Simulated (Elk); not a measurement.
**Magnetic state of Cr (Chromium) from several starts**

Does Cr (Chromium) prefer parallel or opposed moments, or none?

Program: Elk 11.2.3 (patched build). Level of theory: PBE; all-electron APW+lo, Dirac cores, scalar-relativistic bands. Results are calculated unless marked as measured.

## 1. The starting structure

It takes space group Im-3m (No. 229, cubic). Conventional cell: a = 2.884 Å, b = 2.884 Å, c = 2.884 Å, α = 90.00°, β = 90.00°, γ = 90.00°. Nearest to Cr lie 8 Cr at 2.50 Å.

## 2. Order 1, typed as ferro +

The parallel start comes first: it fits the smallest cell, keeps the most symmetry and shows whether parallel moments form.

The last three numbers of an atom's line are a seed field in its sphere. It points against the wanted moment and shrinks by the factor reducebf each loop.

elk.in

```
tasks
  0

xctype
  20

rgkmax
  7.0

nempty
  12

swidth
  0.001837

reducebf
  0.5

epsengy
  1e-05

maxscl
  100

lmaxi
  3

spinpol
  .true.

sppath
  './'

avec
  -2.72489058540 2.72489058540 2.72489058540
  2.72489058540 -2.72489058540 2.72489058540
  2.72489058540 2.72489058540 -2.72489058540

atoms
  1
  'Cr.in'
  1
  0.0000000000 0.0000000000 0.0000000000   0.000000 0.000000 -0.125000

ngridk
  16 16 16
```

Run with:

```sh
$ OMP_NUM_THREADS=4 elk
```

Numbers of over 12 decimals in the logs are rounded to 6 here.

The log of the run:

```text
Info(gndstate): no moment of its own; a second start begins; STATE.OUT holds the state before
Info(gndstate): the second start gave no lower state; one of another order, or behind a
 stronger field, isn't excluded

--- INFO.OUT ---
┌─────────────────────────┐
│ Elk code version 11.2.3 │
└─────────────────────────┘

All units are atomic (Hartree, Bohr, etc.)

┌─────────────────────────────────────────────────┐
│ Ground-state run starting from atomic densities │
└─────────────────────────────────────────────────┘

Lattice vectors :
  -2.724890585       2.724890585       2.724890585
   2.724890585      -2.724890585       2.724890585
   2.724890585       2.724890585      -2.724890585

Reciprocal lattice vectors :
 -0.1214807325E-16   1.152924330       1.152924330
   1.152924330     -0.1214807325E-16   1.152924330
   1.152924330       1.152924330     -0.1214807325E-16

Unit cell volume      :    80.92956323
Brillouin zone volume :    3.065013619

Muffin-tin inner radius fraction :   0.1000000000E-01

Nuclei treated as point charges

Species : 1 (Cr)
 parameters loaded from : Cr.in
 name : chromium
 nuclear charge    :   -24.00000000
 electronic charge :    24.00000000
 atomic mass :    94783.09202
 muffin-tin radius :    2.334824469
 number of radial points in muffin-tin :    993
 inner part over the whole radius :   0.9938561239E-02
 number on inner part of muffin-tin    :    699
 approximate nuclear radius :   0.6987106690E-04
 number of mesh points to nuclear radius :    329
 atomic positions (lattice), magnetic fields (Cartesian) :
  1 :   0.00000000  0.00000000  0.00000000    0.00000000  0.00000000 -0.12500000

Total number of atoms per unit cell :    1
Total muffin-tin volume :    53.31523377
 ratio of muffin-tin to unit cell volume :   0.6587856359

Spin treatment :
 spin-polarised
 global magnetic field (Cartesian) :    0.000000000       0.000000000       0.000000000
 collinear magnetisation in z-direction

Number of Bravais lattice symmetries :   48
Number of crystal symmetries         :   48
Crystal has inversion symmetry
Real symmetric eigensolver will be used

k-point grid :     16    16    16
k-point offset :    0.000000000       0.000000000       0.000000000
k-point set is reduced with full crystal symmetry group
Total number of k-points :      145

Muffin-tin radius times maximum |G+k| :    7.000000000
 using average radius
Maximum |G+k| for APW functions       :    2.998084049
Maximum (1/2)|G+k|²                   :    4.494253983
Maximum |G| for potential and density :    12.00000000
Constant for pseudocharge density :    7
 order of it for each species :   14
 order of it for pair densities of each species (exact exchange by exxq0 0: 14) :   10
Radial integration step length :    1

G-vector grid sizes :     20    20    20
Number of G-vectors :     2347

Maximum angular momentum used for
 APW functions            :    8
 outer part of muffin-tin :    6
 inner part of muffin-tin :    3

Total nuclear charge    :   -24.00000000
Total core charge       :    10.00000000
Total valence charge    :    14.00000000
Total excess charge     :    0.000000000
Total electronic charge :    24.00000000

Effective Wigner radius, rₛ :   0.9302559329

Number of empty states         :     12
Total number of valence states :     40
Total number of core states    :     10

Third-order local-orbitals added for an l without core states : T
Total number of local-orbitals :     23

Exchange-correlation functional :     20     0     0
 Perdew-Burke-Ernzerhof, Phys. Rev. Lett. 77, 3865 (1996)
 gradient requirement :    1
 generalised gradient approximation (GGA)

Smearing type :    3
 Fermi-Dirac
Smearing width :   0.1837000000E-02
Effective electronic temperature (K) :    580.0787206

Mixing type :    3
 Broyden mixing, J. Phys. A: Math. Gen. 17, L317 (1984)

Kohn-Sham potential initialised from atomic data

┌──────────────────────────────┐
│ Self-consistent loop started │
└──────────────────────────────┘

┌─────────────────┐
│ Loop number : 1 │
└─────────────────┘

Energies :
 Fermi                       :     0.326083
 sum of occupied eigenvalues :     -610.40908996689
 electron kinetic            :      1057.5302292185
 core electron kinetic       :      962.99378509081
 Coulomb                     :     -2060.1914361850
 Coulomb potential           :     -1612.7189710593
 nuclear-nuclear             :     -192.31950798766
 electron-nuclear            :     -2130.7830497508
 Hartree                     :      262.91112155346
 Madelung                    :     -1253.8319506554
 xc potential                :     -55.193743273691
 xc effective B-field        :    -0.77989294124334E-02
 external B-field            :      0.000000
 exchange                    :     -47.198980689281
 correlation                 :     -1.098057
 electron entropic           :    -0.33144385984783E-03
 total energy                :     -1050.9585760913
 (external B-field energy excluded from total)

Density of states at Fermi energy :    30.18650413
 (states/Hartree/unit cell)

Estimated indirect band gap :   0.1927811738E-03
 from k-point 87 to k-point 111
Estimated direct band gap   :   0.3116029831E-02
 at k-point 49

Charges :
 core                        :    10.00000000
 valence                     :    14.00000000
 interstitial                :    1.469960935
 muffin-tins (core leakage)
  species : 1 (Cr)
   atom 1                    :    22.53003907     ( -0.2218852444E-06)
 total in muffin-tins        :    22.53003907
 total calculated charge     :    24.00016151
 total charge                :    24.00000000
 error                       :   0.1615059905E-03

Moments :
 interstitial                :  -0.2618862624E-01
 muffin-tins
  species : 1 (Cr)
   atom 1                    :   0.5919281062
 total in muffin-tins        :   0.5919281062
 total moment                :   0.5657394799

┌─────────────────┐
│ Loop number : 2 │
└─────────────────┘

Energies :
 Fermi                       :     0.325185
 sum of occupied eigenvalues :     -610.47249032514
 electron kinetic            :      1057.3074701794
 core electron kinetic       :      962.85105963013
 Coulomb                     :     -2060.3290251077
 Coulomb potential           :     -1612.6749941452
 nuclear-nuclear             :     -192.31950798766
 electron-nuclear            :     -2131.1050579095
 Hartree                     :      263.09554078945
 Madelung                    :     -1253.9915280351
 xc potential                :     -55.088415889885
 xc effective B-field        :    -0.78197514999888E-02
 external B-field            :      0.000000
 exchange                    :     -47.211134267063
 correlation                 :     -1.097969
 electron entropic           :    -0.33483346202404E-03
 total energy                :     -1051.3309933409
 (external B-field energy excluded from total)

Density of states at Fermi energy :    30.54000333
 (states/Hartree/unit cell)

Estimated indirect band gap :   0.3579998829E-03
 from k-point 87 to k-point 111
Estimated direct band gap   :   0.3165229731E-02
 at k-point 49

Charges :
 core                        :    10.00000000
 valence                     :    14.00000000
 interstitial                :    1.463463343
 muffin-tins (core leakage)
  species : 1 (Cr)
   atom 1                    :    22.53653666     ( -0.2218855570E-06)
 total in muffin-tins        :    22.53653666
 total calculated charge     :    24.00016097
 total charge                :    24.00000000
 error                       :   0.1609689328E-03

Moments :
 interstitial                :  -0.2640794759E-01
 muffin-tins
  species : 1 (Cr)
   atom 1                    :   0.5924312093
 total in muffin-tins        :   0.5924312093
 total moment                :   0.5660232617

RMS change in Kohn-Sham potential (target) :    7.215161929     (  0.1000000000E-05)
Absolute change in total energy (target)   :   0.3724172496     (  0.1000000000E-04)

[... loops 3 to 34 left out ...]

┌──────────────────┐
│ Loop number : 35 │
└──────────────────┘

Energies :
 Fermi                       :     0.373004
 sum of occupied eigenvalues :     -610.55041588935
 electron kinetic            :      1062.8947429772
 core electron kinetic       :      962.74518716266
 Coulomb                     :     -2065.0002610734
 Coulomb potential           :     -1610.1809371846
 nuclear-nuclear             :     -192.31950798766
 electron-nuclear            :     -2143.0856487967
 Hartree                     :      270.40489571100
 Madelung                    :     -1259.9097924811
 xc potential                :     -63.264221681868
 xc effective B-field        :    -0.36107285098141E-12
 external B-field            :      0.000000
 exchange                    :     -47.686366228212
 correlation                 :     -1.094686
 electron entropic           :    -0.19703107256151E-03
 total energy                :     -1050.8867672350
 (external B-field energy excluded from total)

Density of states at Fermi energy :    18.28625978
 (states/Hartree/unit cell)

Estimated indirect band gap :   0.6465400176E-03
 from k-point 83 to k-point 89
Estimated direct band gap   :   0.9838204889E-03
 at k-point 83

Charges :
 core                        :    10.00000000
 valence                     :    14.00000000
 interstitial                :    1.186763803
 muffin-tins (core leakage)
  species : 1 (Cr)
   atom 1                    :    22.81323620     ( -0.2218890511E-06)
 total in muffin-tins        :    22.81323620
 total calculated charge     :    24.00011022
 total charge                :    24.00000000
 error                       :   0.1102226676E-03

Moments :
 interstitial                :   0.1428558702E-05
 muffin-tins
  species : 1 (Cr)
   atom 1                    :   0.1084525704E-05
 total in muffin-tins        :   0.1084525704E-05
 total moment                :   0.2513084406E-05

RMS change in Kohn-Sham potential (target) :   0.9325312257E-07 (  0.1000000000E-05)
Absolute change in total energy (target)   :   0.6633855264E-05 (  0.1000000000E-04)

Convergence targets achieved

┌──────────────────┐
│ Loop number : 36 │
└──────────────────┘

Energies :
 Fermi                       :     0.373004
 sum of occupied eigenvalues :     -610.55041589404
 electron kinetic            :      1062.8947429959
 core electron kinetic       :      962.74518718377
 Coulomb                     :     -2065.0002610798
 Coulomb potential           :     -1610.1809371846
 nuclear-nuclear             :     -192.31950798766
 electron-nuclear            :     -2143.0856488098
 Hartree                     :      270.40489571763
 Madelung                    :     -1259.9097924875
 xc potential                :     -63.264221705328
 xc effective B-field        :    -0.35615175067689E-12
 external B-field            :      0.000000
 exchange                    :     -47.686366228655
 correlation                 :     -1.094686
 electron entropic           :    -0.19703107262030E-03
 total energy                :     -1050.8867672231
 (external B-field energy excluded from total)

Density of states at Fermi energy :    18.28625978
 (states/Hartree/unit cell)

Estimated indirect band gap :   0.6465416707E-03
 from k-point 83 to k-point 89
Estimated direct band gap   :   0.9838222250E-03
 at k-point 83

Charges :
 core                        :    10.00000000
 valence                     :    14.00000000
 interstitial                :    1.186763803
 muffin-tins (core leakage)
  species : 1 (Cr)
   atom 1                    :    22.81323620     ( -0.2218885147E-06)
 total in muffin-tins        :    22.81323620
 total calculated charge     :    24.00011022
 total charge                :    24.00000000
 error                       :   0.1102226672E-03

Moments :
 interstitial                :   0.1418510077E-05
 muffin-tins
  species : 1 (Cr)
   atom 1                    :   0.1074927286E-05
 total in muffin-tins        :   0.1074927286E-05
 total moment                :   0.2493437364E-05

┌──────────────────────────────┐
│ Self-consistent loop stopped │
└──────────────────────────────┘

Wrote STATE.OUT
```

Wall time 3.3 min (4 threads of Intel Xeon at 2.70GHz, shared host); peak memory 0.14 GiB; 13 min of CPU time.

The moments died away, and this build then starts once more from a stronger push, within the same count of loops. That gave no lower state.

Read from the output:

```yaml
final_state: non-magnetic
```

After 36 cycles the seed has died away: no moment is left.

## 3. Order 2, typed as antiferro q=(1/2,1/2,1/2) +-

Reversing part of the moments tests the sign of the couplings between them.

The cell is doubled to 2 atoms to hold this order. Its mesh is chosen so that both cells sample the same points.

elk.in

```
tasks
  0

xctype
  20

rgkmax
  7.0

nempty
  12

swidth
  0.001837

reducebf
  0.5

epsengy
  1e-05

maxscl
  100

lmaxi
  3

spinpol
  .true.

sppath
  './'

avec
  -5.44978117081 5.44978117081 5.44978117081
  0.00000000000 0.00000000000 5.44978117081
  0.00000000000 5.44978117081 0.00000000000

atoms
  1
  'Cr.in'
  2
  0.0000000000 0.0000000000 0.0000000000   0.000000 0.000000 -0.125000
  0.5000000000 0.0000000000 0.0000000000   0.000000 0.000000 0.125000

ngridk
  8 16 16
```

Run with:

```sh
$ OMP_NUM_THREADS=4 elk
```

The log of the run:

```text
┌─────────────────────────┐
│ Elk code version 11.2.3 │
└─────────────────────────┘

All units are atomic (Hartree, Bohr, etc.)

┌─────────────────────────────────────────────────┐
│ Ground-state run starting from atomic densities │
└─────────────────────────────────────────────────┘

Lattice vectors :
  -5.449781171       5.449781171       5.449781171
   0.000000000       0.000000000       5.449781171
   0.000000000       5.449781171       0.000000000

Species : 1 (Cr)
 parameters loaded from : Cr.in
 name : chromium
 nuclear charge    :   -24.00000000
 electronic charge :    24.00000000
 atomic mass :    94783.09202
 muffin-tin radius :    2.334824469
 number of radial points in muffin-tin :    993
 inner part over the whole radius :   0.9938561239E-02
 number on inner part of muffin-tin    :    699
 approximate nuclear radius :   0.6987106690E-04
 number of mesh points to nuclear radius :    329
 atomic positions (lattice), magnetic fields (Cartesian) :
  1 :   0.00000000  0.00000000  0.00000000    0.00000000  0.00000000 -0.12500000
  2 :   0.50000000  0.00000000  0.00000000    0.00000000  0.00000000  0.12500000

Total number of atoms per unit cell :    2
Total muffin-tin volume :    106.6304675
 ratio of muffin-tin to unit cell volume :   0.6587856359

Spin treatment :
 spin-polarised
 global magnetic field (Cartesian) :    0.000000000       0.000000000       0.000000000
 collinear magnetisation in z-direction

Number of Bravais lattice symmetries :   48
Number of crystal symmetries         :   96
Crystal has inversion symmetry
Real symmetric eigensolver will be used

k-point grid :      8    16    16
k-point offset :    0.000000000       0.000000000       0.000000000
k-point set is reduced with full crystal symmetry group
Total number of k-points :       85

Muffin-tin radius times maximum |G+k| :    7.000000000
 using average radius
Maximum |G+k| for APW functions       :    2.998084049
Maximum (1/2)|G+k|²                   :    4.494253983
Maximum |G| for potential and density :    12.00000000
Constant for pseudocharge density :    7
 order of it for each species :   14
 order of it for pair densities of each species (exact exchange by exxq0 0: 14) :   10
Radial integration step length :    1

G-vector grid sizes :     40    21    21
Number of G-vectors :     4729

Maximum angular momentum used for
 APW functions            :    8
 outer part of muffin-tin :    6
 inner part of muffin-tin :    3

Number of empty states         :     24
Total number of valence states :     78
Total number of core states    :     20

Third-order local-orbitals added for an l without core states : T
Total number of local-orbitals :     46

Exchange-correlation functional :     20     0     0
 Perdew-Burke-Ernzerhof, Phys. Rev. Lett. 77, 3865 (1996)
 gradient requirement :    1
 generalised gradient approximation (GGA)

Smearing type :    3
 Fermi-Dirac
Smearing width :   0.1837000000E-02
Effective electronic temperature (K) :    580.0787206

Mixing type :    3
 Broyden mixing, J. Phys. A: Math. Gen. 17, L317 (1984)

Kohn-Sham potential initialised from atomic data

┌──────────────────────────────┐
│ Self-consistent loop started │
└──────────────────────────────┘

┌─────────────────┐
│ Loop number : 1 │
└─────────────────┘

Energies :
 Fermi                       :     0.321904
 sum of occupied eigenvalues :     -1220.8561690041
 electron kinetic            :      2115.8408203728
 core electron kinetic       :      1925.9804655071
 Coulomb                     :     -4121.0842241356
 Coulomb potential           :     -3224.8803102507
 nuclear-nuclear             :     -384.63901597461
 electron-nuclear            :     -4263.5713083926
 Hartree                     :      527.12610023160
 Madelung                    :     -2508.6440690102
 xc potential                :     -111.69982660211
 xc effective B-field        :    -0.76581375046267E-01
 external B-field            :      0.000000
 exchange                    :     -94.516618625066
 correlation                 :     -2.190600
 electron entropic           :    -0.15611198225334E-03
 total energy                :     -2101.9507786860
 (external B-field energy excluded from total)

Density of states at Fermi energy :    13.70183279
 (states/Hartree/unit cell)

Estimated indirect band gap :   0.5495309612E-03
 from k-point 8 to k-point 9
Estimated direct band gap   :   0.1072818898E-01
 at k-point 28

Charges :
 core                        :    20.00000000
 valence                     :    28.00000000
 interstitial                :    2.874256198
 muffin-tins (core leakage)
  species : 1 (Cr)
   atom 1                    :    22.56287190     ( -0.2218858199E-06)
   atom 2                    :    22.56287190     ( -0.2218858199E-06)
 total in muffin-tins        :    45.12574380
 total calculated charge     :    47.99995973
 total charge                :    48.00000000
 error                       :   0.4027163492E-04

Moments :
 interstitial                :   0.4831959384E-17
 muffin-tins
  species : 1 (Cr)
   atom 1                    :    1.408165941
   atom 2                    :   -1.408165941
 total in muffin-tins        :    0.000000000
 total moment                :   0.4831959384E-17

[... earlier loops left out ...]

┌──────────────────┐
│ Loop number : 20 │
└──────────────────┘

Energies :
 Fermi                       :     0.372001
 sum of occupied eigenvalues :     -1220.8845129185
 electron kinetic            :      2125.8895182243
 core electron kinetic       :      1925.4934204470
 Coulomb                     :     -4130.0611065954
 Coulomb potential           :     -3220.1913705151
 nuclear-nuclear             :     -384.63901597461
 electron-nuclear            :     -4286.4710728433
 Hartree                     :      541.04898222249
 Madelung                    :     -2519.9654213378
 xc potential                :     -126.53054003041
 xc effective B-field        :    -0.52120506848751E-01
 external B-field            :      0.000000
 exchange                    :     -95.417377325462
 correlation                 :     -2.185770
 electron entropic           :    -0.20424416828759E-03
 total energy                :     -2101.7749402317
 (external B-field energy excluded from total)

Density of states at Fermi energy :    17.91835834
 (states/Hartree/unit cell)

Estimated indirect band gap :   0.2134903618E-02
 from k-point 32 to k-point 23
Estimated direct band gap   :   0.1149316152E-01
 at k-point 8

Charges :
 core                        :    20.00000000
 valence                     :    28.00000000
 interstitial                :    2.362652985
 muffin-tins (core leakage)
  species : 1 (Cr)
   atom 1                    :    22.81867351     ( -0.2218884614E-06)
   atom 2                    :    22.81867351     ( -0.2218884614E-06)
 total in muffin-tins        :    45.63734701
 total calculated charge     :    47.99998479
 total charge                :    48.00000000
 error                       :   0.1521288767E-04

Moments :
 interstitial                :   0.3294620566E-17
 muffin-tins
  species : 1 (Cr)
   atom 1                    :    1.160640985
   atom 2                    :   -1.160640985
 total in muffin-tins        :  -0.2220446049E-15
 total moment                :  -0.2187499844E-15

┌──────────────────────────────┐
│ Self-consistent loop stopped │
└──────────────────────────────┘

Wrote STATE.OUT
```

The job ended after 5 min (4 threads; peak memory 0.2 GiB; 19 min of CPU time).

This step gave:

```
density of states at the Fermi level : 0.6585 states/eV/cell
moment between the spheres           : 0 μB
magnetization                        : 0 μB
final state                          : antiferromagnetic
largest moment                       : 1.161 μB
```

It lies 19.1 meV a seeded atom under the first start, and its largest moment is 1.16 μB against 1.1e-6 μB.

(Part 1 of 2 ends here.)

[Logs and program files are shortened in this print: banners, set-up blocks, solver, clock and traceback lines can be left out without a mark of their own.]

[Logs are printed without paths, hosts, clocks, repeated set-up lines and the standing remarks that a program may print on its own settings, such as how far it seeks lower states.]

[Hosts, paths, dates, database ids (printed as entryN), source tags and the programs' standing remarks are cut or masked in the printed files.]

[Where a cell is said to come from a database of computed structures, the database is the Materials Project.]
